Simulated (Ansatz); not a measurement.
# A hypothetical structure for ZnCr3C

Starting from a made-up structure for ZnCr3C, the aim is the relaxed cell, its shortest contacts and, where a second run follows, its electronic structure.

Calculated with Ansatz 0.2.0; DFT, PBEsol, plane-wave PAW, files of the set soft_1, scalar-relativistic, ferromagnetic start, cell and ions relaxed at zero pressure; PAW set soft_1, in the first sound run; inputs show where later runs differ.

## 1. Starting point

It takes space group Pm-3m (No. 221, cubic). Conventional cell: a = 3.886 Å, b = 3.886 Å, c = 3.886 Å, α = 90.00°, β = 90.00°, γ = 90.00°. Zn has 12 Cr at 2.75 Å nearest. Nearest to Cr lie 2 C at 1.94 Å and 4 Zn at 2.75 Å and 8 Cr at 2.75 Å. C has 6 Cr at 1.94 Å nearest. Farther neighbours are not listed.

## 2. Relaxing cell and atoms

The guess takes its coordinates from another compound and its volume from a rule, so the cell and any free coordinates are relaxed together.

input.yaml

```yaml
crystal:
  lattice:
    - [3.886, 0.0, 0.0]
    - [0.0, 3.886, 0.0]
    - [0.0, 0.0, 3.886]
  atoms:
    - { symbol: Zn, position: [0.0, 0.0, 0.0] }
    - { symbol: Cr, position: [0.5, 0.0, 0.5], spin: 3.0 }
    - { symbol: Cr, position: [0.5, 0.5, 0.0], spin: 3.0 }
    - { symbol: Cr, position: [0.0, 0.5, 0.5], spin: 3.0 }
    - { symbol: C, position: [0.5, 0.5, 0.5] }
magnetization:
  spin_polarized: true
kpoints:
  mp_grid: { grid: [7, 7, 7] }
scf:
  occupations: { method: fermi_dirac, width: 0.05 }
hamiltonian:
  xc: pbesol
  pseudopotentials: { kind: paw, azcp: { folder: soft_1 }, xc_functional: pbe }
relax:
  f_tol: 0.015
  max_steps: 70
  cell: {}
output:
  forces: true
  stress: true
```

Started as:

```
$ ansatz run input.yaml --threads 4 --pin off --max-ram 8192MiB --backend cpu --events-out ev --progress --plain --runs-dir out
```

Numbers of over 12 decimals in the logs are rounded to 6 here.

The log of the run:

```text
Engine: ansatz 0.2.0, x86_64-unknown-linux-gnu
Pseudopotentials: kind: paw
Pseudopotential: Zn, paw, valence charge 12, recommended cutoff 420 eV (normal), soft_1/Zn.paw.azcp
Pseudopotential: Cr, paw, valence charge 14, recommended cutoff 420 eV (normal), soft_1/Cr.paw.azcp
Pseudopotential: C, paw, valence charge 4, recommended cutoff 420 eV (normal), soft_1/C.paw.azcp
Functional definition: PBEsol
  exchange = pbesol_x
  correlation = pbesol_c
Crystal: 5 atoms, lattice volume = 58.682 Å³
Basis set: ecut = 420 eV, 1189 PW (Γ), exchange–correlation on 54×54×54 points (8 copies of the dense FFT grid, shifted against one another)
Bands: 41, of which v1, the nominal top of the filled ones, is band 29 counted from 1 (28 counted from 0)
Symmetry: 48 space group operations
Space group: Pm-3m (ITA 221), of the structure as read, at distance tolerance 3.9e-5 Å
Magnetic group: BNS 221.92 (UNI 1594), of the structure as read, at distance tolerance 3.9e-5 Å
k-points: 20 of 343
Non-local potential: Zn, projectors of the file, l = 0: 2, l = 1: 2, l = 2: 3, l = 3: 1
Non-local potential: Cr, projectors of the file, l = 0: 3, l = 1: 2, l = 2: 3, l = 3: 1
Non-local potential: C, projectors of the file, l = 0: 2, l = 1: 2, l = 2: 1
PAW form: soft (Blöchl's): semilocal exchange-correlation on the pseudo side does not see the compensation charge
PAW frozen core: Zn, regenerated for the run's functional, and the local potential with it (the file was generated under x = pbe(κ = 0.804, μ = 0.219515), c = pbe(β = 0.066725))
PAW frozen core: Cr, regenerated for the run's functional, and the local potential with it (the file was generated under x = pbe(κ = 0.804, μ = 0.219515), c = pbe(β = 0.066725))
PAW frozen core: C, regenerated for the run's functional, and the local potential with it (the file was generated under x = pbe(κ = 0.804, μ = 0.219515), c = pbe(β = 0.066725))
PAW one-centre angular grid: Zn, 590 points (default); XC on 64 Gauss nodes
PAW one-centre angular grid: Cr, 590 points (default); XC on 64 Gauss nodes
PAW one-centre angular grid: C, 110 points (default); XC on 64 Gauss nodes
Initial density: superposition of atomic densities (chi_scale 0.1, normalization cell, long waves kept (reshape's long-wave potential 0.01 eV rms))
Starting moments: Σ|m| = 9 μB on 3 of 5 sites
Initial wavefunctions: pseudopotential atomic-orbital guess
Functional: x = pbesol(κ = 0.804, μ = 0.123457), c = pbesol(β = 0.046)
SCF iter   1: F=—  HF=-13579.258964 eV  |F-HF|=—  |Δ(HF+E_count)|=         —  Δρ=1.24e-1 (↑1.24e-1 ↓7.19e-2)  dr2=2.11e1  dr2_m=1.18e0  M=6.335 μB ∫|m|=6.686 μB  β_m=0.30  ethr=3.10e-3  ⟨swp⟩=6.2  Hψ=6167  notcnv=0
Mixer restart at iter 1: flushing history
preconditioner: auto → Kerker (q_TF=auto, 2.723 Å⁻¹)  [metal: Δε(μ)=0.018 eV  Ē_g=8.636 eV  σ=0.050 eV  W_gap=0.09  n_scr=18 (ndim 8)  ℏωp=28.3 eV  f_vac=0.000  D(μ)=5.82/eV (n_scr^D=80)]
spin=Collinear: Kerker preconditioning applied to the charge; magnetization (m = ρ↑ − ρ↓) channel mixes plain (no charge-response kernel on spin).
SCF iter   2: F=—  HF=-13575.540195 eV  |F-HF|=—  |Δ(HF+E_count)|=    3.72e0  Δρ=6.34e-2 (↑6.34e-2 ↓4.15e-2)  dr2=6.18e0  dr2_m=3.97e-1  M=6.311 μB ∫|m|=6.712 μB  β_m=0.45  ethr=3.10e-3  ⟨swp⟩=3.0  Hψ=3545  notcnv=0  defer=87
SCF iter   3: F=—  HF=-13574.041359 eV  |F-HF|=—  |Δ(HF+E_count)|=    1.50e0  Δρ=1.70e-2 (↑1.64e-2 ↓1.70e-2)  dr2=2.51e-1  dr2_m=6.05e-2  M=6.022 μB ∫|m|=6.486 μB  β_m=0.63  ethr=3.10e-3  ⟨swp⟩=2.5  Hψ=2943  notcnv=0  defer=86
SCF iter   4: F=—  HF=-13575.348498 eV  |F-HF|=—  |Δ(HF+E_count)|=         —  Δρ=9.10e-2 (↑9.10e-2 ↓7.66e-2)  dr2=2.60e-1  dr2_m=3.67e0  M=2.620 μB ∫|m|=2.876 μB  β_m=1.00  ethr=4.32e-4  ⟨swp⟩=2.5  Hψ=3025  notcnv=0  defer=81
Mixer restart at iter 4: flushing history
SCF iter   5: F=—  HF=-13574.501899 eV  |F-HF|=—  |Δ(HF+E_count)|=   8.47e-1  Δρ=1.89e-2 (↑1.89e-2 ↓1.20e-2)  dr2=3.40e-1  dr2_m=2.65e-2  M=2.956 μB ∫|m|=3.132 μB  β_m=0.63  ethr=8.62e-5  ⟨swp⟩=2.9  Hψ=3709  notcnv=0  defer=81
SCF iter   6: F=—  HF=-13574.482938 eV  |F-HF|=—  |Δ(HF+E_count)|=   1.90e-2  Δρ=1.87e-2 (↑1.87e-2 ↓1.43e-2)  dr2=1.02e-1  dr2_m=9.74e-2  M=2.322 μB ∫|m|=2.469 μB  β_m=0.50  ethr=8.62e-5  ⟨swp⟩=3.2  Hψ=4076  notcnv=0  defer=61
SCF iter   7: F=—  HF=-13574.426955 eV  |F-HF|=—  |Δ(HF+E_count)|=   5.60e-2  Δρ=9.83e-3 (↑9.81e-3 ↓9.83e-3)  dr2=4.97e-3  dr2_m=5.04e-2  M=2.305 μB ∫|m|=2.445 μB  β_m=0.75  ethr=8.62e-5  ⟨swp⟩=2.1  Hψ=3025  notcnv=0  defer=59
SCF iter   8: F=—  HF=-13574.438368 eV  |F-HF|=—  |Δ(HF+E_count)|=   1.14e-2  Δρ=1.38e-2 (↑1.38e-2 ↓1.19e-2)  dr2=5.59e-3  dr2_m=8.66e-2  M=2.026 μB ∫|m|=2.152 μB  β_m=0.27  ethr=8.58e-6  ⟨swp⟩=2.0  Hψ=2343  notcnv=0  defer=59
SCF iter   9: F=-13574.429829 eV  HF=-13574.452673 eV  |F-HF|=2.28e-2  |Δ(HF+E_count)|=   1.43e-2  Δρ=1.69e-2 (↑1.69e-2 ↓1.50e-2)  dr2=4.19e-3  dr2_m=1.35e-1  M=1.599 μB ∫|m|=1.708 μB  β_m=0.17  ethr=8.58e-6  ⟨swp⟩=2.3  Hψ=2426  notcnv=0  defer=59
SCF iter  10: F=-13574.439400 eV  HF=-13574.470675 eV  |F-HF|=3.13e-2  |Δ(HF+E_count)|=   1.80e-2  Δρ=1.96e-2 (↑1.96e-2 ↓1.77e-2)  dr2=3.54e-3  dr2_m=1.86e-1  M=1.193 μB ∫|m|=1.285 μB  β_m=0.14  ethr=7.23e-6  ⟨swp⟩=2.2  Hψ=2309  notcnv=0  defer=59
SCF iter  11: F=-13574.433106 eV  HF=-13574.460668 eV  |F-HF|=2.76e-2  |Δ(HF+E_count)|=   1.00e-2  Δρ=1.87e-2 (↑1.87e-2 ↓1.65e-2)  dr2=3.27e-3  dr2_m=1.66e-1  M=1.466 μB ∫|m|=1.561 μB  β_m=0.44  ethr=6.10e-6  ⟨swp⟩=2.0  Hψ=2740  notcnv=0  defer=59
SCF iter  12: F=-13574.448658 eV  HF=-13574.465260 eV  |F-HF|=1.66e-2  |Δ(HF+E_count)|=   4.59e-3  Δρ=1.49e-2 (↑1.49e-2 ↓1.22e-2)  dr2=4.43e-3  dr2_m=9.81e-2  M=0.785 μB ∫|m|=0.843 μB  β_m=0.49  ethr=5.64e-6  ⟨swp⟩=2.3  Hψ=3037  notcnv=0  defer=52
SCF iter  13: F=-13574.454864 eV  HF=-13574.460825 eV  |F-HF|=5.96e-3  |Δ(HF+E_count)|=   4.44e-3  Δρ=9.38e-3 (↑9.38e-3 ↓8.31e-3)  dr2=9.84e-4  dr2_m=4.18e-2  M=0.556 μB ∫|m|=0.597 μB  β_m=0.59  ethr=5.64e-6  ⟨swp⟩=2.1  Hψ=2910  notcnv=0  defer=52
SCF iter  14: F=-13574.459082 eV  HF=-13574.459339 eV  |F-HF|=2.57e-4  |Δ(HF+E_count)|=   1.49e-3  Δρ=1.87e-3 (↑1.87e-3 ↓1.85e-3)  dr2=9.90e-5  dr2_m=1.84e-3  M=0.142 μB ∫|m|=0.152 μB  β_m=0.87  ethr=1.70e-6  ⟨swp⟩=2.7  Hψ=3201  notcnv=0  defer=52
SCF iter  15: F=-13574.459309 eV  HF=-13574.459433 eV  |F-HF|=1.24e-4  |Δ(HF+E_count)|=   9.36e-5  Δρ=1.24e-3 (↑1.24e-3 ↓1.11e-3)  dr2=2.21e-5  dr2_m=7.38e-4  M=0.078 μB ∫|m|=0.084 μB  β_m=0.94  ethr=1.71e-7  ⟨swp⟩=2.1  Hψ=2729  notcnv=0  defer=52
[...]
SCF iter  11: F=—  HF=-13574.621786 eV  |F-HF|=—  |Δ(HF+E_count)|=   8.43e-7  Δρ=4.42e-6 (↑4.01e-6 ↓4.42e-6)  dr2=3.75e-8  dr2_m=1.95e-10  M=-0.000 μB ∫|m|=0.000 μB  β_m=0.96  ethr=1.22e-9  ⟨swp⟩=2.1  Hψ=2454  notcnv=0
SCF iter  12: F=-13574.621786 eV  HF=-13574.621786 eV  |F-HF|=3.67e-8  |Δ(HF+E_count)|=   4.64e-8  Δρ=4.35e-6 (↑4.06e-6 ↓4.35e-6)  dr2=4.10e-8  dr2_m=2.93e-11  M=-0.000 μB ∫|m|=0.000 μB  ethr=6.46e-11  ⟨swp⟩=1.3  Hψ=4311  notcnv=0
the starting moments were not kept: the SCF closed with an absolute magnetisation of 3.7e-5 μB, where they sum to 9 μB in size (3 sites). That is at most 0.1 of that sum. Measured as dr2_m measures the in/out step, that magnetisation stands 4.1e-10 eV from none, at or under the dr2_threshold of 5.0e-7 eV: it is no larger than a step whose dr2_m would equal this threshold.
SCF 3 converged in 12 iterations: F = -13574.621786 eV  dr2 = 4.10e-8
relax step   3: F+E_penalty+E_count = -13574.62178632 eV  Δ(F+E_penalty+E_count) = -1.115e-2 eV  max|allowed force component| = 9.236e-30 eV/Å  Δτ_max = 0.0000 Å  P = +0.435 GPa  Ω = 54.961 Å³  energy of the carried Pulay correction = +2.856e-3 eV  (12 SCF iters, dr2 threshold 5.00e-7 eV, accepted)
[...]
relax step   4: F+E_penalty+E_count = -13574.62184004 eV  Δ(F+E_penalty+E_count) = -5.372e-5 eV  max|allowed force component| = 2.019e-29 eV/Å  Δτ_max = 0.0000 Å  P = -0.012 GPa  Ω = 55.063 Å³  energy of the carried Pulay correction = +2.775e-3 eV  (9 SCF iters, dr2 threshold 4.73e-7 eV, accepted)
Initial wavefunctions: pseudopotential atomic-orbital guess (no wavefunctions were taken with the density)
iter 1 solved again at ethr=6.35e-7 eV; its pass at ethr=3.10e-3 eV (dr2=3.68e-4 eV) is discarded
SCF iter   1: F=—  HF=-13574.619381 eV  |F-HF|=—  |Δ(HF+E_count)|=         —  Δρ=8.37e-5 (↑8.29e-5 ↓8.37e-5)  dr2=7.58e-6  dr2_m=2.24e-10  M=-0.000 μB ∫|m|=0.000 μB  β_m=0.65  ethr=6.35e-7  ⟨swp⟩=2.9  Hψ=9888  notcnv=0
preconditioner: auto → none  [metal: Δε(μ)=0.065 eV  Ē_g=7.968 eV  σ=0.050 eV  W_gap=0.31  n_scr=6 (ndim 8)  ℏωp=29.2 eV  f_vac=0.000  D(μ)=5.72/eV (n_scr^D=80)]
SCF iter   2: F=—  HF=-13574.619374 eV  |F-HF|=—  |Δ(HF+E_count)|=   6.26e-6  Δρ=1.09e-4 (↑1.09e-4 ↓1.09e-4)  dr2=1.49e-5  dr2_m=1.28e-10  M=-0.000 μB ∫|m|=0.000 μB  β_m=0.49  ethr=1.31e-8  ⟨swp⟩=2.0  Hψ=2332  notcnv=0
SCF iter   3: F=—  HF=-13574.619377 eV  |F-HF|=—  |Δ(HF+E_count)|=   2.65e-6  Δρ=3.28e-5 (↑3.26e-5 ↓3.28e-5)  dr2=1.75e-6  dr2_m=6.58e-11  M=-0.000 μB ∫|m|=0.000 μB  β_m=0.45  ethr=1.31e-8  ⟨swp⟩=2.9  Hψ=3320  notcnv=0
SCF iter   4: F=—  HF=-13574.619377 eV  |F-HF|=—  |Δ(HF+E_count)|=   7.04e-8  Δρ=1.02e-5 (↑9.97e-6 ↓1.02e-5)  dr2=1.30e-7  dr2_m=6.23e-11  M=-0.000 μB ∫|m|=0.000 μB  β_m=0.43  ethr=3.02e-9  ⟨swp⟩=2.0  Hψ=2200  notcnv=0
SCF iter   5: F=—  HF=-13574.619377 eV  |F-HF|=—  |Δ(HF+E_count)|=   4.17e-7  Δρ=5.74e-6 (↑5.74e-6 ↓5.48e-6)  dr2=6.22e-8  dr2_m=4.08e-11  M=-0.000 μB ∫|m|=0.000 μB  β_m=0.60  ethr=2.24e-10  ⟨swp⟩=2.3  Hψ=1962  notcnv=0
SCF iter   6: F=—  HF=-13574.619378 eV  |F-HF|=—  |Δ(HF+E_count)|=   5.64e-7  Δρ=3.53e-6 (↑3.53e-6 ↓3.24e-6)  dr2=2.87e-8  dr2_m=1.41e-11  M=-0.000 μB ∫|m|=0.000 μB  β_m=0.53  ethr=1.07e-10  ⟨swp⟩=2.0  Hψ=2324  notcnv=0
SCF iter   7: F=—  HF=-13574.619378 eV  |F-HF|=—  |Δ(HF+E_count)|=   1.28e-7  Δρ=3.18e-7 (↑3.18e-7 ↓2.54e-7)  dr2=9.82e-11  dr2_m=4.35e-12  M=-0.000 μB ∫|m|=0.000 μB  β_m=0.59  ethr=4.95e-11  ⟨swp⟩=2.0  Hψ=2786  notcnv=0
SCF iter   8: F=—  HF=-13574.619378 eV  |F-HF|=—  |Δ(HF+E_count)|=   7.51e-9  Δρ=4.30e-7 (↑4.30e-7 ↓2.86e-7)  dr2=3.05e-10  dr2_m=3.44e-12  M=-0.000 μB ∫|m|=0.000 μB  β_m=0.59  ethr=1.00e-12  ⟨swp⟩=1.6  Hψ=1681  notcnv=0
SCF iter   9: F=—  HF=-13574.619378 eV  |F-HF|=—  |Δ(HF+E_count)|=   1.63e-9  Δρ=4.66e-8 (↑4.66e-8 ↓2.38e-8)  dr2=1.18e-12  dr2_m=3.10e-13  M=-0.000 μB ∫|m|=0.000 μB  β_m=0.70  ethr=1.00e-12  ⟨swp⟩=2.0  Hψ=2630  notcnv=0
SCF iter  10: F=-13574.619378 eV  HF=-13574.619378 eV  |F-HF|=5.46e-12  |Δ(HF+E_count)|=  9.09e-12  Δρ=3.77e-8 (↑3.77e-8 ↓1.85e-8)  dr2=1.74e-12  dr2_m=6.20e-14  M=-0.000 μB ∫|m|=0.000 μB  ethr=1.00e-12  ⟨swp⟩=2.5  Hψ=4197  notcnv=0
the starting moments were not kept: the SCF closed with an absolute magnetisation of 1.7e-6 μB, where they sum to 9 μB in size (3 sites). That is at most 0.1 of that sum. Measured as dr2_m measures the in/out step, that magnetisation stands 9.2e-13 eV from none, at or under the dr2_threshold of 5.0e-11 eV: it is no larger than a step whose dr2_m would equal this threshold.
SCF 5 converged in 10 iterations: F = -13574.619378 eV  dr2 = 1.74e-12
relax step   5: F+E_penalty+E_count = -13574.61937819 eV  Δ(F+E_penalty+E_count) = +2.462e-3 eV  max|allowed force component| = 9.203e-30 eV/Å  Δτ_max = 0.0000 Å  P = -0.035 GPa  Ω = 55.063 Å³  stress off target by 3.51e-2 GPa  SCF on the basis re-selected at this cell (its energy is not comparable with the rows above)  (10 SCF iters)
basis re-selected at this cell: Δ(F+E_penalty+E_count) = +2.462e-3 eV, ΔP = -0.023 GPa vs the last step (what re-selecting the basis moved, of the pressure what is left beyond the Pulay correction that the steps carried, after the strain that the cell walked since its last selection, with what the two solves' SCF thresholds leave and, on support functions, any second-order correction that the steps lacked; it is no m [...]
SCF converged after 10 iterations
Magnetization: -0.0000 μB (29.0000 up, 29.0000 down)
Absolute magnetization: 0.0000 μB (∫|ρ↑−ρ↓|, with the PAW one-centre terms)
Spin contamination: 0.0000 ħ² per cell (⟨S²⟩ above its minimum at these occupations)
Per-site moments (μB) at R_I (Å): [(-1.7915528719032361e-10, 1.109673), (-4.4036017320349056e-7, 0.784657), (-4.403601729229417e-7, 0.784657), (-4.4036017294979657e-7, 0.784657), (2.9108050003469335e-8, 0.784657)]
Free energy (F): -13574.619378 eV
Harris-Foulkes:  -13574.619378 eV  (|F-HF|=5.46e-12)
Internal energy: -13574.571587 eV  (E = F + TS)
E sigma→0 (E₀):  -13574.595482 eV
Entropy (-TS):   -0.047792 eV (-9.558 meV/atom)
Fermi energy:    16.216899 eV
--- Per-component energies (eV) ---
  E_band       = -412.747549
  E_kinetic    = 1149.356242
  E_local      = -5386.513378  (includes V_loc(G=0)·N_el)
  E_nonlocal   = 971.274012
  E_hartree    = 2318.699844
  E_xc         = -473.554144
  E_vxc        = -555.427411  (∫ρ·V_xc dr)
  E_paw        = -5524.299076  (= ΣΔE_a)
  E_vpaw       = -1228.839225  (= ΣTr[D̂ρ^β])
  E_aug_tail   = 0.002609  (compensation charges beyond the density's cutoff)
  E_ewald      = -6630.836151
  E_core_change = 1.298456  (= ΣΔE_core)
  E_smearing   = -0.047792  (= −TS)
  E_closure    = -0.000000  (closes the sum)
  Σ components = -13574.619378   (vs F -13574.619378, Δ=0.00e0)
--- Forces (eV/Å), atoms counted from 1 ---
  atom   1  Zn     0.00000000    -0.00000000     0.00000000
  atom   2  Cr    -0.00000000    -0.00000000     0.00000000
  atom   3  Cr     0.00000000    -0.00000000     0.00000000
  atom   4  Cr     0.00000000     0.00000000     0.00000000
  atom   5  C     -0.00000000    -0.00000000     0.00000000
  max |Σ_I F_I| component: 9.60e-30 eV/Å
--- Stress (GPa, compression-positive) ---
       -0.035136       0.000000      -0.000000
       -0.000000      -0.035136      -0.000000
       -0.000000      -0.000000      -0.035136
  P = ⅓ Tr σ = -0.0351 GPa (-0.351 kbar)
--- Relaxed structure (4 steps of the walk, 4 accepted, 1 SCFs on fresh bases) ---
  F+E_penalty+E_count = -13574.61937819 eV   max|allowed force component| = 9.203e-30 eV/Å   (the final SCF, on the basis selected at the relaxed cell)
  cell:  # Å, volume = 55.0627 Å³
    - [3.804398, 0, 0]
    - [0, 3.804398, 0]
    - [0, 0, 3.804398]
  atoms:
    - { symbol: Zn, position: [0, 0, 0] }
    - { symbol: Cr, position: [0.5, 0, 0.5] }
    - { symbol: Cr, position: [0.5, 0.5, 0] }
    - { symbol: Cr, position: [0, 0.5, 0.5] }
    - { symbol: C, position: [0.5, 0.5, 0.5] }
```

Elapsed: 9.2 s, on 4 threads of Intel Xeon Platinum 8559C (Emerald Rapids), shared host; peak memory 0.5 GiB.

The steps of the relaxation:

```
step  energy less that of the first step (eV)  largest force component (eV/Å)  pressure (GPa)  volume (Å³)
   1                                   0.0000                          0.0000          -13.35        58.68
   2                                  -0.1512                          0.0000           -3.73        55.95
   3                                  -0.1624                          0.0000            0.44        54.96
   4                                  -0.1624                          0.0000           -0.01        55.06
  5*                                  -0.1600                          0.0000           -0.04        55.06
```

Relaxation steps marked * repeat the geometry before them on a plane-wave basis chosen anew for their cell, so energy and pressure can jump there.

Forces are held to the 48 operations that the run works with; a distortion that breaks them can't arise in this run.

```
conventional cell, symmetrised  before  after  change
                         a (Å)   3.886  3.804  -2.1 %
                         b (Å)   3.886  3.804  -2.1 %
                         c (Å)   3.886  3.804  -2.1 %
              volume (Å³/atom)   11.74  11.01  -6.2 %
```

The relaxed structure:

```xyz
5
Lattice="3.8044 0.0000 0.0000 0.0000 3.8044 0.0000 0.0000 0.0000 3.8044" Properties=species:S:1:pos:R:3 pbc="T T T"
Zn    0.0000    0.0000    0.0000
Cr    1.9022    0.0000    1.9022
Cr    1.9022    1.9022    0.0000
Cr    0.0000    1.9022    1.9022
C     1.9022    1.9022    1.9022
```

Numbers from this step:

```
free energy             : -13574.6194 eV
energy at zero smearing : -13574.5955 eV
smearing term TS        : 0.04779 eV
Fermi energy            : 16.22 eV
electrons               : 58
symmetry operations     : 48
pressure                : -0.03514 GPa
```

The shortest distance of each pair, which need not be the same contact before and after:

| pair | guess (Å) | relaxed (Å) |
| --- | --- | --- |
| C–Cr | 1.943 | 1.902 |
| Cr–Zn | 2.748 | 2.690 |
| Cr–Cr | 2.748 | 2.690 |
| C–Zn | 3.365 | 3.295 |
| Zn–Zn | 3.886 | 3.804 |

The relaxation ends with a pressure of -0.04 GPa. No moment survives the cycle: this start ends non-magnetic.

(Continued in part 2 of 2.)

[Logs are printed without paths, hosts, clocks, repeated set-up lines and the standing remarks that a program may print on its own settings, such as how far it seeks lower states.]

[Hosts, paths, dates, database ids (printed as entryN), source tags and the programs' standing remarks are cut or masked in the printed files.]
